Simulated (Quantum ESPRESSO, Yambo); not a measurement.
# BaAlGeH (P3m1): G0W0 with and without spin-orbit coupling, part 2 of 2

Wanted: the effect of spin-orbit coupling on the quasiparticle gap of BaAlGeH (P3m1).

Quantum ESPRESSO 7.5 and Yambo 5.3.0; PBEsol and many-body steps on it, plane waves. Known limits of the many-body steps: not at the basis limit; exchange with frozen shells missing; no spin-orbit coupling in some runs; coarse k mesh.

So far. Step 4 (Scalar-relativistic): The gap on the mesh goes from 0.93 eV to 1.46 eV, a correction of +0.53 eV. Step 5 (Empty states on the mesh, 3×3×4 mesh, 162 bands): On this mesh the gap is 0.892 eV.

## 6. Conversion and set-up

This step: Yambo 5.3.0; conversion and set-up on PBEsol with spin-orbit coupling, plane waves, norm-conserving pseudopotentials.

Run with:

```
$ (cd o/x.save; p2y > p2y.log; mv SAVE ../..); yambo > setup.log
```

Output:

```text
 Yambo, version 5.3.0

 [02] CORE Variables Setup
 =========================

  [02.01] Unit cells
  ==================

  Cell kind             :  HCP
  Atoms in the cell     :  Ba  Al  Ge  H
  number of Ba atoms    :  1
  number of Al atoms    :  1
  number of Ge atoms    :  1
  number of H  atoms    :  1

  List of atomic masses
  Mass of Ba    :  137.3300
  Mass of Al    :  26.98200
  Mass of Ge    :  72.63000
  Mass of H     :  1.008000

  List of atomic coordinates    : [cc]
  Ba1       :  0.000000  0.000000  0.000000  order 1
[...]
IBZ Q-points                                      :  10
 BZ  Q-points                                      :   36

 K/Q-points units:
 rlu = crystal or reduced units; cc = cartesian coordinates; iku = interal k-units

 Q [ 1]         [rlu]:  0.000000  0.000000  0.000000
 Q [ 2]         [rlu]:  0.000000  0.000000  0.250000
 Q [ 3]         [rlu]:  0.000000  0.000000 -0.500000
[...]
Q [ 8]         [rlu]:  0.333333  0.333333  0.250000
 Q [ 9]         [rlu]:  0.333333  0.333333 -0.500000
 Q [10]         [rlu]:  0.50022E-17 -0.33333      0.25000

  [03.01] X indexes
  =================

   [03.01.01] Sigma indexes
   ========================

 [06] Game Over & Game summary
```

Wall time 4.5 s (1 MPI rank of Arm Neoverse V1, shared host); peak memory 0.24 GiB.

## 7. With spin-orbit coupling

This step: G0W0 on PBEsol with spin-orbit coupling, plane waves, norm-conserving pseudopotentials.

gw4.in

```
HF_and_locXC
gw0
dyson
ppa
em1d
rim_cut
RandQpts= 1000000
RandGvec= 1 RL
EXXRLvcs= 70 Ry
VXCRLvcs= 280 Ry
Chimod= "HARTREE"
% BndsRnXp
 1 | 162 |
%
NGsBlkXp= 6.5 Ry
% LongDrXp
 1 | 1 | 1 |
%
% GbndRnge
 1 | 162 |
%
DysSolver= "n"
ExtendOut
PPAPntXp= 27.21138 eV
% QPkrange
 3 | 3 | 25 | 32 |
 10 | 10 | 25 | 32 |
 1 | 1 | 25 | 32 |
%
```

Run with:

```
$ OMP_NUM_THREADS=1 mpirun -n 4 yambo -F gw4.in -J gw4 -C gw4 > gw4.log
```

Output:

```text
 Yambo, version 5.3.0

 [02] CORE Variables Setup
 =========================

  [... cell, symmetries and grids as in the set-up ...]

  [02.05] Energies & Occupations
  ==============================

  [X] === General ===
  [X] Electronic Temperature                        :  0.000000  0.000000 [eV K]
  [X] Bosonic    Temperature                        :  0.000000  0.000000 [eV K]
  [X] Finite Temperature mode                       : no
  [X] El. density                                   :  0.32835E+24 [cm-3]
  [X] Fermi Level                                   :  7.894789 [eV]

  [X] === Gaps and Widths ===
  [X] Conduction Band Min                           :  0.891553 [eV]
  [X] Valence Band Max                              :  0.000000 [eV]
  [X] Filled Bands                                  :  28
  [X] Empty Bands                                   :   29  162
  [X] Direct Gap                                    :  1.293411 [eV]
  [X] Direct Gap localized at k                     :  10
  [X] Indirect Gap                                  :  0.891553 [eV]
  [X] Indirect Gap between kpts                     :   3  10
  [X] Last valence band width                       :  0.947096 [eV]
  [X] 1st conduction band width                     :  2.220159 [eV]

 [03] Transferred momenta grid and indexing
 ==========================================

 IBZ Q-points                                      :  10
 BZ  Q-points                                      :   36

 K/Q-points units:
 rlu = crystal or reduced units; cc = cartesian coordinates; iku = interal k-units

 Q [ 1]         [rlu]:  0.000000  0.000000  0.000000
 Q [ 2]         [rlu]:  0.000000  0.000000  0.250000
 Q [ 3]         [rlu]:  0.000000  0.000000 -0.500000
[...]
[Hartree-Fock] Valence Band Max                   : -0.238445 [eV]
  [Hartree-Fock] Filled Bands                       :  28
  [Hartree-Fock] Empty Bands                        :   29  162
  [Hartree-Fock] Direct Gap                         :  1.506382 [eV]
  [Hartree-Fock] Direct Gap localized at k          :  2
  [Hartree-Fock] Indirect Gap                       :  1.396170 [eV]
  [Hartree-Fock] Indirect Gap between kpts          :   2   4
  [Hartree-Fock] Last valence band width            :  1.931941 [eV]
  [Hartree-Fock] 1st conduction band width          :  3.873519 [eV]

 [08] Dyson equation: Newton solver
 ==================================

  [08.01] G0W0 (W PPA)
  ====================

  [  GW  ] Bands range     :    1  162
  [GW/PPA] G damping       :  0.100000 [eV]

  QP @ state[ 1 ] K range:  1  1
  QP @ state[ 1 ] b range:   25   32
  QP @ state[ 2 ] K range:  3  3
  QP @ state[ 2 ] b range:   25   32
  QP @ state[ 3 ] K range:  10  10
  QP @ state[ 3 ] b range:   25   32

   Sc/G bands                                       :    1  162
   Sc/G damping                                     :  0.100000 ev
   Sc bands terminator                              : no
   Sx RL components                                 :   5667

   QP @ state[ 1 ] K range                          :  1  1
   QP @ state[ 1 ] b range                          :   25   32
   QP @ state[ 2 ] K range                          :  3  3
   QP @ state[ 2 ] b range                          :   25   32
   QP @ state[ 3 ] K range                          :  10  10
   QP @ state[ 3 ] b range                          :   25   32
   GF energies kind                                 : Perdew, Burke & Ernzerhof SOL(X)+Perdew, Burke & Ernzerhof SOL(C)
   GF WF`s kind                                     : Perdew, Burke & Ernzerhof SOL(X)+Perdew, Burke & Ernzerhof SOL(C)
   Xs energies kind                                 : Perdew, Burke & Ernzerhof SOL(X)+Perdew, Burke & Ernzerhof SOL(C)
   Xs WF`s kind                                     : Perdew, Burke & Ernzerhof SOL(X)+Perdew, Burke & Ernzerhof SOL(C)

 [11] Game Over & Game summary
```

The job ended after 3.6 min (4 MPI ranks; peak memory 3.7 GiB; 14 min of CPU time).

Numbers from this step:

* G0W0 gap on the points computed: 1.442 eV
* starting gap on the mesh: 0.8916 eV
* k of the valence top: 0, 0, -0.5
* k of the conduction bottom: 0, -0.3333, 0.25
* least direct G0W0 gap on the computed points: 1.810 eV
* Z at the valence top: 0.7817
* Z at the conduction bottom: 0.7926

Against G0W0 in Yambo (3×3×4 mesh, 81 bands, screening to 88.4 eV, Godby-Needs plasmon pole), the gap moves by −0.016 eV.

## 8. Side by side

Times are wall times on 4 MPI ranks of Arm Neoverse V1, shared host, good to a factor of about two.

```
                     run   mesh  bands  screening cutoff (eV)  DFT gap (eV)  gap on the mesh (eV)  direct (eV)     time
     scalar-relativistic  3×3×4     81                   88.4         0.933                 1.458        1.844     46 s
with spin-orbit coupling  3×3×4    162                   88.4         0.892                 1.442        1.810  3.6 min
```

## 9. Summary of results

```yaml
scalar_relativistic: 1.458 eV
with_spin_orbit_coupling: 1.442 eV
known_limits: not at the basis limit; exchange with frozen shells missing; no spin-orbit coupling in some runs; coarse k mesh
```

With spin-orbit coupling: −0.016 eV against scalar-relativistic, −0.041 eV of it in the start. Bands and cutoff are finite, so the gap is not at the basis limit. The miss can reach some tenths of an eV and take either sign; the mesh is an error of its own. In the G0W0 runs levels were corrected at 3 k points alone, so a gap called «on the mesh» is the least over those, and an edge elsewhere would be missed. A denser mesh or path gives a starting gap of 0.74 eV: the GW mesh misses a band edge, so its gaps are not the fundamental one. The 3×3×4 mesh is coarse for this cell, which bears on the long-range parts of exchange and screening. The norm-conserving file of at least one element keeps a d shell over frozen s and p shells of the same row. Exchange with those shells is missing from the self-energy, an error of 0.3 to 0.9 eV in cases checked, whose sign depends on which edge lies on those atoms.

[Paths, hosts, dates, memory and timing lines, banners, echoed tables and standing remarks are left out of the program output.]

[Logs are printed without paths, hosts, clocks, repeated set-up lines and the standing remarks that a program may print on its own settings, such as how far it seeks lower states.]

[Runs of the session that timed out or met a known fault of the program may be left out.]

[Hosts, paths, dates, database ids (printed as entryN), source tags and the programs' standing remarks are cut or masked in the printed files.]
